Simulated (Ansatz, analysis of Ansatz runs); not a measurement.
# Moving an added electron between V sites in LaVO4 (I4_1/amd), part 2 of 2

Question: does an added electron stay on the V atom where it is started in LaVO4 (I4_1/amd), and if so, how high is the barrier for a hop to another V site nearby? Model: a cell of 96 host atoms.

Ansatz 0.2.0; plane-wave PAW DFT, PBEsol+U; relaxation of all atoms of a supercell at fixed charge in a uniform background; PAW set soft_1.

So far. Step 2 (The cell without the carrier): The largest displacement from an ideal site is 0.006 Å. Step 3 (The electron on the first site): The largest changes of the moments are 0.74 μB on V16, -0.01 μB on O8 and -0.01 μB on O12. The largest part sits on the chosen site.

In doubt: warnings of the run leave room for a lower electronic state (steps 4, 5), so energies may not be the lowest and differences between runs may mislead.

**4. The electron on the second site**

The same start is made on the second site, to get the end of the hop.

Input file B.relax/input.yaml:

```yaml
crystal:
  lattice:
    - [-7.43239028, 7.43239028, 6.48806899]
    - [7.43239028, -7.43239028, 6.48806899]
    - [7.43239028, 7.43239028, -6.48806899]
  atoms:
    - { symbol: La, position: [2.1e-05, 0.000264, 0.00015] }
    - { symbol: La, position: [0.374994, 0.125275, 0.250185] }
[... 9 atom lines left out ...]
    - { symbol: O, position: [0.334269, 0.245914, 0.411395] }
[... 3 atom lines left out ...]
    - { symbol: V, position: [0.249918, 0.250296, 0.500117] }
    - { symbol: O, position: [0.254265, 0.165921, 0.588824] }
[... 3 atom lines left out ...]
    - { symbol: O, position: [0.334302, 0.42339, 0.588838] }
[... 41 atom lines left out ...]
    - { symbol: V, position: [0.624893, 0.375316, 0.750055], spin: 1.0 }
[... 6 atom lines left out ...]
    - { symbol: O, position: [0.620298, 0.464557, 0.656098] }
[... 25 atom lines left out ...]
    - { symbol: O, position: [0.834331, 0.745938, 0.911402] }
total_charge: -1
basis:
  ecutwfc: 420
  xc_grid: 2
hamiltonian:
  xc: pbesol
  hubbard:
    sites: [{ species: V, l: d, u_eff: 5.0 }]
    projectors: ortho-atomic
  pseudopotentials: { kind: paw, azcp: { folder: soft_1 }, xc_functional: pbe }
kpoints:
  mp_grid: { grid: [1, 1, 1] }
magnetization:
  spin_polarized: true
  initial_magnetization: 1
  spin_locking: { lock_magnetization: hard }
scf:
  occupations: { method: fermi_dirac, width: 0.01 }
  max_iter: 120
  lower_state_search: "off"
output:
  forces: true
relax:
  f_tol: 0.015
  max_steps: 70
  escape_saddle: false
checkpoint:
  write: "../B.relax.run"
  compress: false
  write_wavefunctions: true
  write_every: 100000
```

On the command line:

```console
$ ansatz run input.yaml --threads 32 --pin off --max-ram 84787MiB --backend cuda --events-out ev --progress --plain --runs-dir out --max-vram 78GiB
```

Numbers of over 12 decimals in the logs are rounded to 6 here.

Output:

```text
[...]
Crystal: 96 atoms, lattice volume = 1433.615 Å³
Basis set: ecut = 420 eV, 28001 PW (Γ), exchange–correlation on 180×180×180 points (8 copies of the dense FFT grid, shifted against one another)
Bands: 481, of which v1, the nominal top of the filled ones, is band 385 counted from 1 (384 counted from 0)
Symmetry: 1 space group operations
[...]
k-points: 1
[...]
Starting moments: Σ|m| = 1 μB on 1 of 96 sites
[...]
SCF iter   1: F=—  HF=-180694.159226 eV  |Δ(HF+E_count)|=         —  Δρ=3.02e-2 (↑3.02e-2 ↓2.90e-2)  dr2=8.20e1  dr2_m=1.65e-1  M=1.000 μB ∫|m|=1.554 μB  Hψ=3243
[...]
SCF iter   2: F=—  HF=-180684.338815 eV  |Δ(HF+E_count)|=    9.82e0  Δρ=1.98e-2 (↑1.98e-2 ↓1.86e-2)  dr2=2.81e1  dr2_m=1.61e-1  M=1.000 μB ∫|m|=1.474 μB  Hψ=1594
[...]
Per-site moments (μB) at R_I (Å): [(-3.8995835502767145e-7, 1.009868), (6.877885007561888e-6, 1.010657), (1.0262112880968979e-5, 0.705502), [... 6 left out ...]
Free energy (F): -180678.896902 eV
[...]
Internal energy: -180678.896902 eV  (E = F + TS)
E sigma→0 (E₀):  -180678.896902 eV
Fermi energy:    8.702259 (↑ 8.703176, ↓ 7.692611) eV
[...]
--- Forces (eV/Å), atoms counted from 1 ---
  atom   1  La     0.00355671    -0.00025086     0.00109601
  atom   2  La    -0.00523334    -0.00551055    -0.00001388
  [... 4 atoms left out ...]
  [... 90 more lines of this table ...]
  max |Σ_I F_I| component: 4.50e-7 eV/Å
--- Band table (eV) ---
[...]
Occupation matrices written to <dir>
--- Relaxed structure (6 steps of the walk, 5 accepted, 0 SCFs on fresh bases) ---
  F+E_penalty+E_count = -180678.89690192 eV   max|allowed force component| = 9.455e-3 eV/Å
  atoms:
    - { symbol: La, position: [-0.000117, 6.24921152645823e-5, -2.903683870885177e-5] }
    - { symbol: La, position: [0.375051, 0.125395, 0.250310] }
    [... 4 atoms left out ...]
  [... 90 more lines of this table ...]
[key lines of the parts left out:]
SCF converged after 14 iterations
Magnetization: 1.0000 μB (385.0000 up, 384.0000 down)
```

It took 11 s on 1 × NVIDIA GB200 with 32 threads of Arm Neoverse V2, shared host; peak memory 1.9 GiB; 51 s of CPU time.

Distances from V63 without and with the electron:

| atom | without (Å) | with (Å) |
| --- | --- | --- |
| O70 | 1.71 | 1.79 |
| O71 | 1.71 | 1.79 |
| O67 | 1.71 | 1.79 |
| O66 | 1.71 | 1.79 |

The largest changes of the moments are 0.74 μB on V63, -0.01 μB on O71 and -0.01 μB on O67. The largest part sits on the chosen site.

**5. Points on the line between the two structures**

All atoms move on the straight line between the two relaxed structures, 2.24 amu^1/2 Å long in mass-weighted terms. Each point starts from the state of the point before, once from either end, so that both localised states can be followed; the midpoint is also started with the carrier shared.

Input file A.x0500/input.yaml:

```yaml
crystal:
  lattice:
    - [-7.43239028, 7.43239028, 6.48806899]
    - [7.43239028, -7.43239028, 6.48806899]
    - [7.43239028, 7.43239028, -6.48806899]
  atoms:
    - { symbol: La, position: [-3.3e-05, 0.000222, 0.000133] }
    - { symbol: La, position: [0.375007, 0.127039, 0.25191] }
[... 9 atom lines left out ...]
    - { symbol: O, position: [0.336018, 0.246167, 0.40917] }
[... 3 atom lines left out ...]
    - { symbol: V, position: [0.24955, 0.250255, 0.499775], spin: 1.0 }
    - { symbol: O, position: [0.252642, 0.163233, 0.589881] }
[... 45 atom lines left out ...]
    - { symbol: V, position: [0.625322, 0.375351, 0.750427] }
[... 2 atom lines left out ...]
    - { symbol: O, position: [0.53885, 0.198274, 0.659875] }
[... 3 atom lines left out ...]
    - { symbol: O, position: [0.622235, 0.462366, 0.660311] }
[... 25 atom lines left out ...]
    - { symbol: O, position: [0.834516, 0.746714, 0.911917] }
total_charge: -1
basis:
  ecutwfc: 420
  xc_grid: 2
hamiltonian:
  xc: pbesol
  hubbard:
    sites: [{ species: V, l: d, u_eff: 5.0 }]
    projectors: ortho-atomic
  pseudopotentials: { kind: paw, azcp: { folder: soft_1 }, xc_functional: pbe }
kpoints:
  mp_grid: { grid: [1, 1, 1] }
magnetization:
  spin_polarized: true
  initial_magnetization: 1
  spin_locking: { lock_magnetization: hard }
scf:
  occupations: { method: fermi_dirac, width: 0.01 }
  max_iter: 120
  lower_state_search: "off"
output:
  forces: true
  eigenvalues: true
  eigenstates: { localisation: true }
  write_density: true
  write_potential: true
  volumetric_format: npy
checkpoint:
  read: "../A.x0375.run"
  write: "../A.x0500.run"
  compress: false
  write_wavefunctions: true
  write_every: 100000
```

Output:

```text
[...]
Warning: checkpoint.read: the run can stay near the saved state's solution: 96 site(s) moved relative to the saved geometry (max |Δs| = 1.080e-3 fractional); [...]
[...]
device memory: the entry about to start is reckoned to put 7.9 GiB on a device that reports 175.5 GiB free (of which the cap on the GPU budget leaves the run 78.0 GiB)
GPU FFT provider: cuFFT
GPU libraries: cuBLAS 13.8.1, cuFFT 12.4.0, cuSOLVER 12.3.2
GPU matrix products: emulated (plane waves: as basis.precision tells), large ones in fixed point in workspaces of 1.00 GiB
Crystal: 96 atoms, lattice volume = 1433.615 Å³
Basis set: ecut = 420 eV, 28001 PW (Γ), exchange–correlation on 180×180×180 points (8 copies of the dense FFT grid, shifted against one another)
Bands: 481, of which v1, the nominal top of the filled ones, is band 385 counted from 1 (384 counted from 0)
Symmetry: 1 space group operations
[...]
k-points: 1
[...]
Starting moments: Σ|m| = 1 μB on 1 of 96 sites; this step starts from the density that it was given
[...]
GPU buffer pool allocated for 729000 grid points (all kernels)
GPU transforms: local potential and band sums: pruned to the plane-wave sphere, on 81×81×81
[...]
iter 1 solved again at ethr=2.65e-6 eV; its pass at ethr=3.10e-3 eV (dr2=2.04e-2 eV) is discarded
[...]
SCF iter  20: F=-180678.525428 eV  HF=-180678.525428 eV  |Δ(HF+E_count)|=   4.43e-8  Δρ=4.72e-7 (↑4.72e-7 ↓1.95e-7)  dr2=4.07e-9  dr2_m=6.56e-10  M=1.000 μB ∫|m|=1.215 μB  Hψ=5909
[...]
SCF 1 converged in 20 iterations: F = -180678.525428 eV  dr2 = 4.07e-9
[...]
SCF converged after 20 iterations
Magnetization: 1.0000 μB (385.0000 up, 384.0000 down)
Absolute magnetization: 1.2260 μB (∫|ρ↑−ρ↓|, with the PAW one-centre terms)
[...]
Per-site moments (μB) at R_I (Å): [(1.7439995143508105e-5, 1.010244), (0.00366229, 0.988690), (0.000340418, 0.705587), [... 6 left out ...]
Free energy (F): -180678.525428 eV
[...]
Internal energy: -180678.525381 eV  (E = F + TS)
E sigma→0 (E₀):  -180678.525405 eV
Entropy (-TS):   -0.000048 eV (-0.000 meV/atom)
Fermi energy:    8.980158 (↑ 8.981943, ↓ 7.760105) eV
[...]
--- Forces (eV/Å), atoms counted from 1 ---
  atom   1  La     0.10437496     0.05963408     0.04975876
  atom   2  La     0.50517588    -0.06488416    -0.14562015
  [... 4 atoms left out ...]
  [... 90 more lines of this table ...]
  max |Σ_I F_I| component: 1.98e-5 eV/Å
--- Band table (eV) ---
[...]
Occupation matrices written to <dir>
```

Run time: 4.8 s. Hardware: 1 × NVIDIA GB200 with 32 threads; peak memory 1.5 GiB; 21 s of CPU time.

Reading the cycles: dr2 is the Hartree energy of the density residual (eV), the measure of convergence; HF is the Harris–Foulkes estimate of the energy, which meets the free energy F at convergence.

States next to the filling edge at the first k-point, on the run's own zero (eigenstates.tsv). The participation number counts the atoms that a state is spread over, of 96; bands count from 0.

```
spin  band  energy (eV)  occupation  participation  largest share on  share
down   378        5.891        1.00           37.2               O47   0.06
down   379        5.923        1.00           41.9               O10   0.05
down   380        5.935        1.00           44.8               O11   0.03
down   381        6.334        1.00            7.4               O12   0.24
down   382        6.341        1.00            7.1                O8   0.27
down   383        6.447        1.00            5.8                O8   0.24
down   384        9.073        0.00            5.5               V63   0.41
down   385        9.328        0.00            2.3               V63   0.65
down   386        9.397        0.00           12.3               V63   0.25
down   387        9.762        0.00            9.7               V64   0.21
down   388        9.788        0.00           15.8               V52   0.19
  up   379        5.924        1.00           42.0               O10   0.05
  up   380        5.935        1.00           44.6               O11   0.03
  up   381        6.317        1.00            8.0               O12   0.23
  up   382        6.322        1.00            7.7                O8   0.24
  up   383        6.476        1.00            5.7                O8   0.24
  up   384        8.899        1.00            3.6               V16   0.48
  up   385        9.065        0.00            5.6               V63   0.41
  up   386        9.318        0.00            2.3               V63   0.65
  up   387        9.393        0.00           11.9               V63   0.26
  up   388        9.758        0.00            9.7               V64   0.21
  up   389        9.786        0.00           17.5               V52   0.16
```

Under PBEsol+U (5 eV) at the zone centre alone, the highest filled state is spin up, spread over 4 of 96 atoms, and the lowest empty one, 0.17 eV above it, is spin up, spread over 6 of 96 atoms.

The largest moments in the atoms' spheres: V16 0.70, V88 0.01, O21 -0.01, O12 -0.01, O17 -0.01, O8 -0.01 μB.

Free energies from the first end:

| started from | fraction | energy (eV) | moment change on V16 (μB) | on V63 (μB) |
| --- | --- | --- | --- | --- |
| first site | 0 | 0.000 | 0.74 | 0.00 |
| first site | 0.125 | 0.024 | 0.73 | 0.00 |
| first site | 0.25 | 0.094 | 0.72 | 0.00 |
| first site | 0.375 | 0.210 | 0.71 | 0.00 |
| first site | 0.5 | 0.371 | 0.70 | 0.00 |
| first site | 0.625 | -0.039 | 0.03 | 0.69 |
| second site | 0.875 | 0.024 | 0.00 | 0.73 |
| second site | 0.75 | 0.094 | 0.00 | 0.72 |
| second site | 0.625 | 0.210 | 0.00 | 0.71 |
| second site | 0.5 | 0.371 | 0.00 | 0.70 |
| second site | 0.375 | -0.040 | 0.69 | 0.03 |
| shared | 0.5 | 0.092 | 0.45 | 0.45 |
| second site | 1 | 0.000 | 0.00 | 0.74 |

**6. Outcome**

```
distance of the two sites without the carrier : 4.05 Å
```

What this shows: A point on the line lies below the end that it belongs to, so more than one localised state is in play, the ends need not be the lowest, and the line gives no barrier. No run compares the localised electron with one spread in the band, so its binding is unknown. The program's search for lower electronic states was switched off in all runs, so that each state is followed; none is shown to be the lowest at its structure. No image-charge correction is applied; it nearly cancels along the line while the charge stays localised. Limits: sampling at the zone centre alone can move energies of charged and open-shell states by tenths of an eV or more in cells of this size; gap and trapping depend on the U chosen (V d 5.0 eV); spin–orbit coupling, which can matter with heavy atoms, is left out.

[Logs are printed without paths, hosts, clocks, repeated set-up lines and the standing remarks that a program may print on its own settings, such as how far it seeks lower states.]

[Hosts, paths, dates, database ids (printed as entryN), source tags and the programs' standing remarks are cut or masked in the printed files.]
